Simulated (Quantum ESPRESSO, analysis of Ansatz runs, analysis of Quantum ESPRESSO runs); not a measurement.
# Vacancy with two H in Ge: local vibrational mode against experiment (Quantum ESPRESSO)

How near does this set-up come to the measured local vibrational mode? Subject: vacancy with two H in Ge. Set-up: PBE, GBRV 1.5 PBE, 32-site cell, measured lattice, k: the single point 1/4 1/4 1/4. The model is a cell of 32 host atoms with 1 Ge taken out and 2 H put in. The frequencies come from force constants among the defect atom and its neighbours, with the masses of the isotopes named. The measured lattice removes the functional's error in the volume.

Measured beforehand: Upper Ge-H stretch: 1992.6 cm⁻¹ at 9 K, by FTIR absorption, uniaxial stress, isotope substitution (“Hydrogen-Related Defects in Proton-Implanted Silicon and Germanium: An Infrared Absorption Spectroscopy Study”, 1998, Michael Budde, 1998 (PhD thesis, University of Aarhus)). Lower Ge-H stretch: 1979.5 cm⁻¹ at 9 K, by FTIR absorption, uniaxial stress, isotope substitution (“Hydrogen-Related Defects in Proton-Implanted Silicon and Germanium: An Infrared Absorption Spectroscopy Study”, 1998, Michael Budde, 1998 (PhD thesis, University of Aarhus)).

Method: Quantum ESPRESSO plane-wave DFT, PBE, GBRV 1.5 PBE potentials; relaxation of all atoms of a defect supercell, in Quantum ESPRESSO 7.5.

## Step 1: The starting structure

The cell holds 33 atoms: 31 Ge and 2 H. Cell: a = 9.800 Å, b = 9.800 Å, c = 9.800 Å, α = 109.5°, β = 109.5°, γ = 109.5°. It derives from Ge (space group Fd-3m). Nearest the centre at fractional (0.500, 0.500, 0.500): H33 at 0.91 Å, H32 at 0.92 Å, Ge25 at 2.44 Å, Ge31 at 2.44 Å, Ge22 at 2.46 Å, Ge26 at 2.47 Å, Ge8 at 3.98 Å, Ge13 at 3.98 Å.

The host's primitive cell comes from a first run (Quantum ESPRESSO plane-wave DFT, PBE, GBRV 1.5 PBE potentials; relaxation of all atoms of a defect-free cell): vectors of 4.001, 4.001 and 4.001 Å. That is 22.64 Å³ an atom. The supercell is built on it.

## Step 2: Relaxation, charge 0

Every later number rests on the structure around the defect, so the atoms are relaxed at the host's lattice first.

pw.in

```
&CONTROL
  calculation = 'relax'
  prefix = 'pwscf'
  outdir = './tmp'
  pseudo_dir = './pseudo'
  tprnfor = .true.
  disk_io = 'low'
  nstep = 70
  forc_conv_thr = 0.00039
  etot_conv_thr = 0.0001
/
&SYSTEM
  ibrav = 0
  nat = 33
  ntyp = 2
  ecutwfc = 45
  ecutrho = 360
  nbnd = 222
  occupations = 'smearing'
  smearing = 'fd'
  degauss = 0.00073499
  nosym = .true.
/
&ELECTRONS
  conv_thr = 3d-08
  electron_maxstep = 100
  mixing_beta = 0.5
/
&IONS
  ion_dynamics = 'bfgs'
/
ATOMIC_SPECIES
Ge    72.6300 ge_pbe_v1.4.uspp.F.UPF
H      1.0080 h_pbe_v1.4.uspp.F.UPF
CELL_PARAMETERS angstrom
  -5.6578200000    5.6578200000    5.6578200000
   5.6578200000   -5.6578200000    5.6578200000
   5.6578200000    5.6578200000   -5.6578200000
ATOMIC_POSITIONS crystal
Ge    -0.0012462651   -0.0024209962    0.4982709973
Ge     0.0014482700    0.2496306570    0.2516650470
Ge    -0.0011803274    0.4998572321    0.0013078364
Ge     0.0005234236    0.7508170682    0.7523725628
Ge     0.2494773468   -0.0003583561    0.2517000115
Ge     0.2486886068    0.2506969595   -0.0013847952
Ge     0.2506179089    0.5017659953    0.7522171750
Ge     0.2517463286    0.7496751079    0.4995484592
Ge     0.5016786832    0.0023229727    0.0019083459
Ge     0.5019005882    0.2518147722    0.7522838246
Ge     0.5021975456    0.7502403309    0.2513518202
Ge     0.7515062330    0.0020975626    0.7501784971
Ge     0.7496094541    0.2516061920    0.5014909734
Ge     0.7487934730    0.4987340207    0.2475012030
Ge     0.7498008180    0.7511567253   -0.0013348548
Ge     0.0006328719    0.0024091904    0.2509417027
Ge     0.0005604075    0.2523306047    0.0004958497
Ge    -0.0001942582    0.5011279938    0.7519863364
Ge     0.0002744782    0.7490992241    0.4980143652
Ge     0.2498809545    0.0001514948   -0.0020180295
Ge     0.2520832200    0.2521563536    0.7510039725
Ge     0.2484780134    0.4983791386    0.5003537149
Ge     0.2510394447    0.7522138825    0.2501390972
Ge     0.4983261098    0.0000708638    0.7507165603
Ge     0.5014999100    0.2520853790    0.5022344317
Ge     0.5002705277    0.4994006287    0.2479833640
Ge     0.5023227664    0.7513480154    0.0004904815
Ge     0.7502533415   -0.0019195535    0.5000775643
Ge     0.7490667641    0.2514781125    0.2497095364
Ge     0.7516084583    0.4991570715    0.0000854244
Ge     0.7482196351    0.7505665290    0.7491881018
H      0.4052819100    0.4977516259    0.4991800284
H      0.4990427703    0.4062223585    0.4975346642
K_POINTS crystal
1
0.25 0.25 0.25 1.0
```

Run with:

```
> OMP_NUM_THREADS=1 mpirun -n 4 pw.x -in pw.in > pw.out
```

Output:

```text
This program is part of the open-source Quantum ESPRESSO suite
     for quantum simulation of materials; please cite
         "P. Giannozzi et al., J. Phys.:Condens. Matter 21 395502 (2009);
         "P. Giannozzi et al., J. Phys.:Condens. Matter 29 465901 (2017);
         "P. Giannozzi et al., J. Chem. Phys. 152 154105 (2020);
          URL
     in publications or presentations arising from this work. More details at

     Subspace diagonalization in iterative solution of the eigenvalue problem:
     one sub-group per band group will be used
     scalapack distributed-memory algorithm (size of sub-group:  2*  2 procs)

     --------------------
     sticks:   dense  smooth     PW     G-vecs:    dense   smooth      PW
     Min        2313    1157    311               140895    49877    6969
     Max        2315    1159    312               140896    49878    6972
     Sum        9255    4633   1247               563581   199509   27883

     Using Slab Decomposition

     bravais-lattice index     =            0
     lattice parameter (alat)  =      18.5186  a.u.
     unit-cell volume          =    4888.8192 (a.u.)^3
     number of atoms/cell      =           33
     number of atomic types    =            2
     number of electrons       =       436.00
     number of Kohn-Sham states=          222
     kinetic-energy cutoff     =      45.0000  Ry
     charge density cutoff     =     360.0000  Ry
     scf convergence threshold =      3.0E-08
     mixing beta               =       0.5000
     number of iterations used =            8  plain     mixing
     energy convergence thresh.=      1.0E-04
     force convergence thresh. =      3.9E-04
     Exchange-correlation=  SLA  PW   PBX  PBC
                           (   1   4   3   4   0   0   0)
     nstep                     =           70

     celldm(1)=  18.518620  celldm(2)=   0.000000  celldm(3)=   0.000000
     celldm(4)=   0.000000  celldm(5)=   0.000000  celldm(6)=   0.000000

     crystal axes: (cart. coord. in units of alat)
               a(1) = (  -0.577350   0.577350   0.577350 )
               a(2) = (   0.577350  -0.577350   0.577350 )
               a(3) = (   0.577350   0.577350  -0.577350 )

     reciprocal axes: (cart. coord. in units 2 pi/alat)
               b(1) = ( -0.000000  0.866025  0.866025 )
               b(2) = (  0.866025 -0.000000  0.866025 )
               b(3) = (  0.866025  0.866025  0.000000 )

     PseudoPot. # 1 for Ge read from file:
     ge_pbe_v1.4.uspp.F.UPF
     Pseudo is Ultrasoft + core correction, Zval = 14.0
     Generated by new atomic code, or converted to UPF format
     Using radial grid of  873 points,  6 beta functions with:
                l(1) =   0
                l(2) =   0
                l(3) =   1
                l(4) =   1
                l(5) =   2
                l(6) =   2
     Q(r) pseudized with  8 coefficients,  rinner =    1.400   1.400   1.400
                                                       1.400   1.400

     PseudoPot. # 2 for H  read from file:
     h_pbe_v1.4.uspp.F.UPF
     Pseudo is Ultrasoft, Zval =  1.0
     Generated by new atomic code, or converted to UPF format
     Using radial grid of  615 points,  2 beta functions with:
                l(1) =   0
                l(2) =   0
     Q(r) pseudized with  8 coefficients,  rinner =    0.700

     atomic species   valence    mass     pseudopotential
     Ge               14.00    72.63000     Ge( 1.00)
     H                 1.00     1.00800     H ( 1.00)

     No symmetry found

   Cartesian axes

     site n.     atom                  positions (alat units)
         1        Ge     tau(   1) = (   0.2869987   0.2883551  -0.2897942  )
         2        Ge     tau(   2) = (   0.2885871   0.0020107  -0.0003384  )
         3        Ge     tau(   3) = (   0.2900292  -0.2885191   0.2871562  )
         4        Ge     tau(   4) = (   0.8675647   0.0012003  -0.0005959  )
         5        Ge     tau(   5) = (   0.0010764   0.2895618  -0.0014902  )
         6        Ge     tau(   6) = (   0.0003600  -0.0019590   0.2891199  )
         7        Ge     tau(   7) = (   0.5792932   0.2892924   0.0000963  )
         8        Ge     tau(   8) = (   0.5758938   0.0009351   0.2897565  )
         9        Ge     tau(   9) = (  -0.2872014   0.2894049   0.2898837  )
        10        Ge     tau(  10) = (   0.2899442   0.5787184   0.0008265  )
        11        Ge     tau(  11) = (   0.2883256   0.0019105   0.5779773  )
        12        Ge     tau(  12) = (   0.0004445   0.8657871   0.0019776  )
        13        Ge     tau(  13) = (   0.0020136   0.5770583   0.2885162  )
        14        Ge     tau(  14) = (  -0.0014770   0.2872668   0.5773654  )
        15        Ge     tau(  15) = (   0.0000122  -0.0015535   0.8673489  )
        16        Ge     tau(  16) = (   0.1459068   0.1438557  -0.1431249  )
[...]
24        Ge     tau(  24) = (   0.1457586   0.7210942  -0.1456768  )
        25        Ge     tau(  25) = (   0.1459656   0.4339647   0.1451175  )
        26        Ge     tau(  26) = (   0.1426710   0.1436755   0.4339871  )
        27        Ge     tau(  27) = (   0.1440580  -0.1434916   0.7235240  )
        28        Ge     tau(  28) = (  -0.1455473   0.7229871   0.1433308  )
        29        Ge     tau(  29) = (  -0.1431131   0.4314528   0.4334950  )
        30        Ge     tau(  30) = (  -0.1457036   0.1458022   0.7220805  )
        31        Ge     tau(  31) = (   0.4338989   0.4311890   0.4327806  )
        32        H      tau(  32) = (   0.3415891   0.2348143   0.2331649  )
        33        H      tau(  33) = (   0.2336619   0.3408417   0.2354033  )

     number of k points=     1  Fermi-Dirac smearing, width (Ry)=  0.0007
                       cart. coord. in units 2pi/alat
        k(    1) = (   0.4330127   0.4330127   0.4330127), wk =   2.0000000

     Dense  grid:   563581 G-vectors     FFT dimensions: ( 120, 120, 120)

     Smooth grid:   199509 G-vectors     FFT dimensions: (  80,  80,  80)

     Initial potential from superposition of free atoms

     starting charge     435.9729, renormalised to     436.0000
     Starting wfcs are  281 randomized atomic wfcs

     Self-consistent Calculation

     iteration #  1     ecut=    45.00 Ry     beta= 0.50
     Davidson diagonalization with overlap
     ethr =  1.00E-02,  avg # of iterations =  2.0

     Threshold (ethr) on eigenvalues was too large:
     Diagonalizing with lowered threshold

     Davidson diagonalization with overlap
     ethr =  1.45E-04,  avg # of iterations =  2.0

     total energy              =   -6625.06701962 Ry
[...]
atom    4 type  1   force =     0.00004476   -0.00021378   -0.00009668
     atom    5 type  1   force =    -0.00018715    0.00000301   -0.00006642
     atom    6 type  1   force =    -0.00048423   -0.00005269    0.00000643
     atom    7 type  1   force =     0.00012165   -0.00002377    0.00008832
     atom    8 type  1   force =     0.00026827   -0.00010215    0.00020391
     atom    9 type  1   force =     0.00007432   -0.00006006   -0.00004375
     atom   10 type  1   force =     0.00002032    0.00019474   -0.00012506
     atom   11 type  1   force =     0.00011430   -0.00009329    0.00006609
     atom   12 type  1   force =    -0.00004197   -0.00010048   -0.00008739
     atom   13 type  1   force =    -0.00015679    0.00023133    0.00019270
     atom   14 type  1   force =    -0.00001477   -0.00005489    0.00001978
     atom   15 type  1   force =     0.00013358    0.00033199   -0.00002613
     atom   16 type  1   force =     0.00004405    0.00010580    0.00020759
[...]
Total force =     0.001432     Total SCF correction =     0.000092
     Energy error            =      5.4E-06 Ry
     Gradient error          =      4.8E-04 Ry/Bohr

     number of scf cycles    =  30
     number of bfgs steps    =  29

     energy             old  =   -6625.0995831768 Ry
     energy             new  =   -6625.0995886210 Ry

     CASE: energy            _new < energy            _old

     new trust radius        =       0.0039278429 bohr
     new conv_thr            =       0.0000000003 Ry

ATOMIC_POSITIONS (crystal)
Ge               0.0008115486        0.0009981232        0.5001893169
Ge              -0.0066075688        0.2465422772        0.2462028324
Ge              -0.0001672142        0.5000842677        0.0002707824
Ge               0.0006918769        0.7543042715        0.7483448756
Ge               0.2463594960       -0.0062954319        0.2462357643
Ge               0.2657277458        0.2660109286        0.0231810892
Ge               0.2474368229        0.5006132873        0.7542671582
Ge               0.2541320905        0.7536936262        0.5002080874
Ge               0.4997974318        0.0000231163        0.0002091779
Ge               0.5003387411        0.2477479430        0.7541952213
Ge               0.5059701031        0.7527911901        0.2520953963
Ge               0.7540822653        0.0009700781        0.7483670883
Ge               0.7535667946        0.2542731562        0.5002306479
Ge               0.7525329444        0.5062176720        0.2521414794
Ge               0.7427927341        0.7430353352       -0.0227712241
Ge              -0.0035359615       -0.0033192968        0.2435479988
[...]
NEW-OLD atomic charge density approx. for the potential

     Self-consistent Calculation

     iteration #  1     ecut=    45.00 Ry     beta= 0.50
     Davidson diagonalization with overlap
     ethr =  1.00E-06,  avg # of iterations =  2.0

     Threshold (ethr) on eigenvalues was too large:
     Diagonalizing with lowered threshold

     Davidson diagonalization with overlap
     ethr =  2.35E-10,  avg # of iterations =  6.0

     total energy              =   -6625.09959207 Ry
     estimated scf accuracy    <       0.00000125 Ry

     iteration #  2     ecut=    45.00 Ry     beta= 0.50
     Davidson diagonalization with overlap
     ethr =  2.87E-10,  avg # of iterations =  3.0

     total energy              =   -6625.09959213 Ry
     estimated scf accuracy    <       0.00000037 Ry

     iteration #  3     ecut=    45.00 Ry     beta= 0.50
     Davidson diagonalization with overlap
     ethr =  8.37E-11,  avg # of iterations =  4.0

     total energy              =   -6625.09959218 Ry
     estimated scf accuracy    <       0.00000025 Ry

     iteration #  4     ecut=    45.00 Ry     beta= 0.50
     Davidson diagonalization with overlap
     ethr =  5.76E-11,  avg # of iterations =  3.0

     total energy              =   -6625.09959221 Ry
     estimated scf accuracy    <       0.00000006 Ry

     iteration #  5     ecut=    45.00 Ry     beta= 0.50
     Davidson diagonalization with overlap
     ethr =  1.45E-11,  avg # of iterations =  3.0

     total energy              =   -6625.09959222 Ry
     estimated scf accuracy    <          8.0E-09 Ry

     iteration #  6     ecut=    45.00 Ry     beta= 0.50
     Davidson diagonalization with overlap
     ethr =  1.84E-12,  avg # of iterations =  3.0

     total energy              =   -6625.09959222 Ry
     estimated scf accuracy    <          8.6E-10 Ry

     iteration #  7     ecut=    45.00 Ry     beta= 0.50
     Davidson diagonalization with overlap
     ethr =  1.98E-13,  avg # of iterations =  4.0

     End of self-consistent calculation

          k = 0.4330 0.4330 0.4330 ( 24952 PWs)   bands (ev):

[...]
-16.2879 -16.2732 -16.2715  -3.8958  -3.8496  -3.8256  -3.6206  -2.2079
    -2.1567  -2.1428  -2.1360  -2.1341  -2.0920  -2.0750  -2.0546  -2.0439
    -2.0372  -1.9219  -1.1455   0.6242   0.7226   0.7343   0.7456   0.7638
     0.7976   0.8049   0.8354   0.8369   0.8579   1.0938   2.0886   3.3887
     3.4476   3.5295   3.8474   4.2805   4.4014   4.4350   4.4359   4.4387
     4.4650   4.4781   4.5120   4.5359   4.5730   4.8502   4.9537   5.5814
     5.6856   5.7481   5.7555   5.7802   5.7849   5.7999   5.8258   5.8539
     5.8591   6.2285   6.4737   7.0799   7.2421   7.2631   7.3125   7.3300
     7.3440   7.5564   8.1617   8.8180   8.9101   8.9702

     the Fermi energy is     7.8554 ev

!    total energy              =   -6625.09959222 Ry
     estimated scf accuracy    <          2.3E-10 Ry
     smearing contrib. (-TS)   =      -0.00000000 Ry
     internal energy E=F+TS    =   -6625.09959222 Ry

     The total energy is F=E-TS. E is the sum of the following terms:
     one-electron contribution =   -4399.29367160 Ry
     hartree contribution      =    2599.11700901 Ry
     xc contribution           =   -1809.16884004 Ry
     ewald contribution        =   -3015.75408959 Ry

     convergence has been achieved in   7 iterations

     Forces acting on atoms (cartesian axes, Ry/au):

[...]
atom   26 type  1   force =     0.00006840    0.00008242    0.00013197
     atom   27 type  1   force =    -0.00002015    0.00002298   -0.00004719
     atom   28 type  1   force =    -0.00003198    0.00007488   -0.00009600
     atom   29 type  1   force =    -0.00002321    0.00003769   -0.00019956
     atom   30 type  1   force =    -0.00005614    0.00009065    0.00007734
     atom   31 type  1   force =    -0.00009951   -0.00008115    0.00018670
     atom   32 type  2   force =    -0.00009461    0.00013587   -0.00024411
     atom   33 type  2   force =     0.00019986   -0.00009521   -0.00026682

     Total force =     0.001236     Total SCF correction =     0.000097
     Energy error            =      3.6E-06 Ry
     Gradient error          =      3.6E-04 Ry/Bohr

     bfgs converged in  31 scf cycles and  30 bfgs steps
     (criteria: energy <  1.0E-04 Ry, force <  3.9E-04 Ry/Bohr)

     End of BFGS Geometry Optimization

     Final energy             =   -6625.0995922217 Ry

     File ./tmp/pwscf.bfgs deleted, as requested
Begin final coordinates

ATOMIC_POSITIONS (crystal)
[...]
Ge               0.5222052908        0.5224819684        0.2892356410
Ge               0.5019905893        0.7500614157       -0.0026768011
Ge               0.7533941690        0.0071330588        0.5002160696
Ge               0.7475413928        0.2523384111        0.2478147088
Ge               0.7497794653        0.5022256229       -0.0026514848
Ge               0.7332478315        0.7335163580        0.7112356971
H                0.3885469471        0.4968656189        0.5001981519
H                0.4969410702        0.3887657206        0.4999326311
End final coordinates

=------------------------------------------------------------------------------=
   JOB DONE.
=------------------------------------------------------------------------------=
```

Elapsed: 43 min, on 4 MPI ranks of Arm Neoverse V1, shared host; peak memory 3.1 GiB.

Step by step (22 of 31):

| step | energy less that of the first step (eV) |
| --- | --- |
| 0 | 0.0000 |
| 1 | -0.0667 |
| 3 | -0.1548 |
| 4 | -0.1893 |
| 6 | -0.2517 |
| 7 | -0.2879 |
| 9 | -0.3069 |
| 10 | -0.3134 |
| 11 | -0.3203 |
| 13 | -0.3276 |
| 14 | -0.3298 |
| 16 | -0.3347 |
| 17 | -0.3365 |
| 19 | -0.3385 |
| 20 | -0.3390 |
| 21 | -0.3396 |
| 23 | -0.3411 |
| 24 | -0.3419 |
| 26 | -0.3426 |
| 27 | -0.3428 |
| 29 | -0.3430 |
| 30 | -0.3430 |

The atoms that moved most (Å):

| atom | dx | dy | dz | length |
| --- | --- | --- | --- | --- |
| Ge26 | 0.240 | 0.227 | 0.021 | 0.331 |
| Ge31 | -0.226 | -0.203 | 0.034 | 0.306 |
| Ge6 | 0.129 | 0.149 | 0.044 | 0.202 |
| H33 | -0.073 | 0.100 | -0.124 | 0.176 |
| Ge15 | -0.128 | -0.115 | 0.036 | 0.175 |
| Ge25 | -0.105 | 0.082 | -0.107 | 0.171 |
| H32 | 0.095 | -0.084 | -0.105 | 0.165 |
| Ge22 | 0.092 | -0.093 | -0.080 | 0.154 |

The relaxed structure:

```xyz
33
Lattice="-5.6578 5.6578 5.6578 5.6578 -5.6578 5.6578 5.6578 5.6578 -5.6578" Properties=species:S:1:pos:R:3 pbc="T T T"
Ge    2.8310    2.8289   -2.8197
Ge    2.8252   -0.0393   -0.0355
Ge    2.8319   -2.8288    2.8269
Ge    8.4978   -0.0298    0.0376
Ge   -0.0363    2.8226   -0.0349
Ge    0.1328    0.1296    2.8773
Ge    5.6999    2.8351   -0.0352
Ge    5.6565    0.0037    2.8720
Ge   -2.8264    2.8288    2.8267
Ge    2.8380    5.6962   -0.0346
Ge    2.8228    0.0298    5.6955
Ge   -0.0268    8.4951    0.0378
Ge    0.0053    5.6551    2.8720
Ge    0.0330    2.8202    5.6952
Ge   -0.1275   -0.1302    8.5354
Ge    1.3792    1.3767   -1.4167
Ge    1.4215   -1.3859    1.4410
Ge    7.1143    1.4027   -1.4028
Ge    7.0541   -1.3938    1.4726
Ge   -1.3832    1.4186    1.4408
Ge    4.2838    4.2808   -1.4162
Ge    4.3368    1.3237    1.3143
Ge    4.2068   -1.4023    4.2551
Ge    1.4055    7.1108   -1.4024
Ge    1.3256    4.3346    1.3148
Ge    1.6380    1.6349    4.2742
Ge    1.3884   -1.4187    7.0990
Ge   -1.3921    7.0523    1.4728
Ge   -1.3997    4.2039    4.2550
Ge   -1.4156    1.3856    7.0986
Ge    4.0256    4.0225    4.2746
H     3.4429    2.2172    2.1795
H     2.2165    3.4406    2.1826
```

The atoms nearest to the centre after the run:

| atom | distance (Å) |
| --- | --- |
| H33 | 1.080 |
| H32 | 1.083 |
| Ge26 | 2.221 |
| Ge31 | 2.224 |
| Ge25 | 2.611 |
| Ge22 | 2.614 |
| Ge6 | 3.816 |
| Ge15 | 3.819 |

Neighbours of the added atoms: H32: Ge22 1.53, H33 1.73, Ge26 2.83 Å; H33: Ge25 1.53, H32 1.73, Ge26 2.82 Å.

(Continued in part 2 of 2.)

[Logs are printed without paths, hosts, clocks, repeated set-up lines and the standing remarks that a program may print on its own settings, such as how far it seeks lower states.]

[Hosts, paths, dates, database ids (printed as entryN), source tags and the programs' standing remarks are cut or masked in the printed files.]

[For some hosts the program warned that the k-mesh of the response run may be too coarse for force constants and the static dielectric constant; such warnings are not shown here.]
